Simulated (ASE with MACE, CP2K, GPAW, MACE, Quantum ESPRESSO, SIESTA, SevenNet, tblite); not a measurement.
## Finding the fault: CP2K, amorphous B22.5Ba6.7O60.7Si10.1 (89 atoms)

Program: CP2K 2026.2, a calculation on a cell of 20 B, 6 Ba, 54 O and 9 Si, 12.0 Å³ an atom.

Input file input.inp:

```
&GLOBAL
  PROJECT cell
  RUN_TYPE ENERGY_FORCE
  PRINT_LEVEL LOW
&END GLOBAL
&FORCE_EVAL
  METHOD QS
  STRESS_TENSOR ANALYTICAL
  &DFT
    BASIS_SET_FILE_NAME BASIS_MOLOPT
    POTENTIAL_FILE_NAME GTH_POTENTIALS
    &MGRID
      CUTOFF 600
      REL_CUTOFF 50
      NGRIDS 5
    &END MGRID
    &QS
      EPS_DEFAULT 1.0E-12
    &END QS
    &SCF
      SCF_GUESS ATOMIC
      EPS_SCF 1.0E-06
      MAX_SCF 50
      ADDED_MOS 14
      &DIAGONALIZATION
        ALGORITHM STANDARD
      &END DIAGONALIZATION
      &SMEAR ON
        METHOD FERMI_DIRAC
        ELECTRONIC_TEMPERATURE [K] 580
      &END SMEAR
      &MIXING
        METHOD DIRECT_P_MIXING
        ALPHA 0.8
      &END MIXING
      &PRINT
        &RESTART OFF
        &END RESTART
      &END PRINT
    &END SCF
    &XC
      &XC_FUNCTIONAL PBE
      &END XC_FUNCTIONAL
    &END XC
    &PRINT
      &MULLIKEN ON
      &END MULLIKEN
      &HIRSHFELD ON
        SHAPE_FUNCTION DENSITY
      &END HIRSHFELD
      &MO ON
        EIGENVALUES T
        OCCUPATION_NUMBERS T
        MO_INDEX_RANGE 229 252
        &EACH
          QS_SCF 0
        &END EACH
        ADD_LAST NUMERIC
      &END MO
    &END PRINT
  &END DFT
  &SUBSYS
    &CELL
      A 10.22531 0.00000 0.00000
      B 0.00000 10.22531 0.00000
      C 0.00000 0.00000 10.22531
    &END CELL
    &COORD
      B 7.89670 7.70048 3.38223
      B 2.41164 3.85801 9.01576
      B 0.48969 0.83357 2.42125
      B 1.00515 1.84107 7.94374
      B 6.83859 3.61311 2.73046
      B 3.70964 4.66714 6.73858
      B 3.31954 2.24855 0.80852
      B 8.44089 5.80143 7.80079
      B 1.44351 7.00526 2.57207
      B 9.83716 8.67648 2.70705
[... 75 atom lines left out ...]
      Si 9.27701 0.89032 6.35431
      Si 2.11643 7.45619 10.05598
      Si 9.10533 2.91074 1.34923
      Si 6.97131 7.31478 9.62836
    &END COORD
    &KIND B
      BASIS_SET DZVP-MOLOPT-SR-GTH-q3
      POTENTIAL GTH-PBE-q3
    &END KIND
    &KIND Ba
      BASIS_SET DZVP-MOLOPT-SR-GTH-q10
      POTENTIAL GTH-PBE-q10
    &END KIND
    &KIND O
      BASIS_SET DZVP-MOLOPT-SR-GTH-q6
      POTENTIAL GTH-PBE-q6
    &END KIND
    &KIND Si
      BASIS_SET DZVP-MOLOPT-SR-GTH-q4
      POTENTIAL GTH-PBE-q4
    &END KIND
  &END SUBSYS
  &PRINT
    &FORCES ON
    &END FORCES
    &STRESS_TENSOR ON
    &END STRESS_TENSOR
  &END PRINT
&END FORCE_EVAL
```

The run is started by

```sh
$ OMP_NUM_THREADS=1 mpirun -np 4 cp2k.psmp -i input.inp > output.txt
```

Numbers of over 12 decimals in the logs are rounded to 6 here.

What it wrote:

```text
CP2K| version string:                                       CP2K version 2026.2
 CP2K| Input file name                                                 input.inp
 GLOBAL| Basis set file name                                        BASIS_MOLOPT
 GLOBAL| Potential file name                                      GTH_POTENTIALS
 GLOBAL| Run type                                                   ENERGY_FORCE
 GLOBAL| Total number of message passing processes                             4
 GLOBAL| Number of threads for this process                                    1
 TOTAL NUMBERS AND MAXIMUM NUMBERS
  Total number of            - Atomic kinds:                                   4
                             - Atoms:                                         89
                             - Shell sets:                                    89
                             - Shells:                                       451
                             - Primitive Cartesian functions:                422
                             - Cartesian basis functions:                   1252
                             - Spherical basis functions:                   1163
  Maximum angular momentum of- Orbital basis functions:                        2
                             - Local part of the GTH pseudopotential:          2
                             - Non-local part of the GTH pseudopotential:      3
 SCF PARAMETERS         Density guess:                                    ATOMIC
                        max_scf:                                              50
                        eps_scf:                                        1.00E-06
                        added MOs                                        14    0
                        Mixing method:                           DIRECT_P_MIXING
                        Smear method:                                FERMI_DIRAC
                        Electronic temperature [K]:                        580.0
                        Electronic temperature [a.u.]:                  1.84E-03
                        Accuracy threshold:                             1.00E-10
 Extrapolation method: initial_guess
 Number of electrons:                                                        480
 Number of occupied orbitals:                                                240
 Number of molecular orbitals:                                               254
 Number of orbital functions:                                               1163
 Number of independent orbital functions:                                   1163
 SCF WAVEFUNCTION OPTIMIZATION
  Step     Update method      Time    Convergence         Total energy    Change
     1 P_Mix/Diag. 0.80E+00    3.0     1.89468171     -1117.6423478338 -1.12E+03
     2 P_Mix/Diag. 0.80E+00    5.2     1.43732677     -1112.9652355653  4.68E+00
     3 P_Mix/Diag. 0.80E+00    4.7     2.58526260     -1108.0495143882  4.92E+00
 *** the last MO => Add more MOs for proper smearing.                   ***
[...]
49 P_Mix/Diag. 0.80E+00    4.6    65.33023691      1080.9067391439  1.49E+01
    50 P_Mix/Diag. 0.80E+00    4.2    65.30175136      1066.1765845851 -1.47E+01
  Leaving inner SCF loop after reaching    50 steps.
  Electronic density on regular grids:       -479.9999999999        0.0000000001
  Core density on regular grids:              479.9999999996       -0.0000000004
  Total charge density on r-space grids:       -0.0000000003
  Total charge density g-space grids:          -0.0000000003
  Overlap energy of the core charge distribution:               2.60874e-05
  Self energy of the core charge distribution:              -2769.364551
  Core Hamiltonian energy:                                   1196.750314
  Hartree energy:                                            2927.202656
  Exchange-correlation energy:                               -288.410465
  Electronic entropic energy:                                  -0.00310285
  Fermi energy:                                                -4.992755
  Total energy:                                              1066.176585
  Total energy (extrapolated to T->0):                       1066.178136
 *   ___                                                                       *
 *  /   \                                                                      *
 * [ABORT]                                                                     *
 *  \___/     SCF run NOT converged. To continue the calculation regardless,   *
 *    |             please set the keyword IGNORE_CONVERGENCE_FAILURE.         *
 *  O/|                                                                        *
 * /| |                                                                        *
```

Wall time 3.7 min (4 MPI ranks of Intel Xeon Platinum 8488C (Sapphire Rapids), shared host); peak memory 2.8 GiB.

Banners, paths, timers and routine set-up lines are dropped from the logs unmarked, and long logs keep their key lines alone; longer cuts are marked.

Why should this run not be trusted?

Mixing far too strong: mixer DIRECT_P_MIXING and mixing weight 0.8.

The run ended unconverged.

[Also dropped from logs without a mark: logging warnings of Python, and SIESTA's first energy breakdown and zero terms.]

[Logs are printed without paths, hosts, clocks, repeated set-up lines and the standing remarks that a program may print on its own settings, such as how far it seeks lower states.]

[Hosts, paths, dates, database ids (printed as entryN), source tags and the programs' standing remarks are cut or masked in the printed files.]
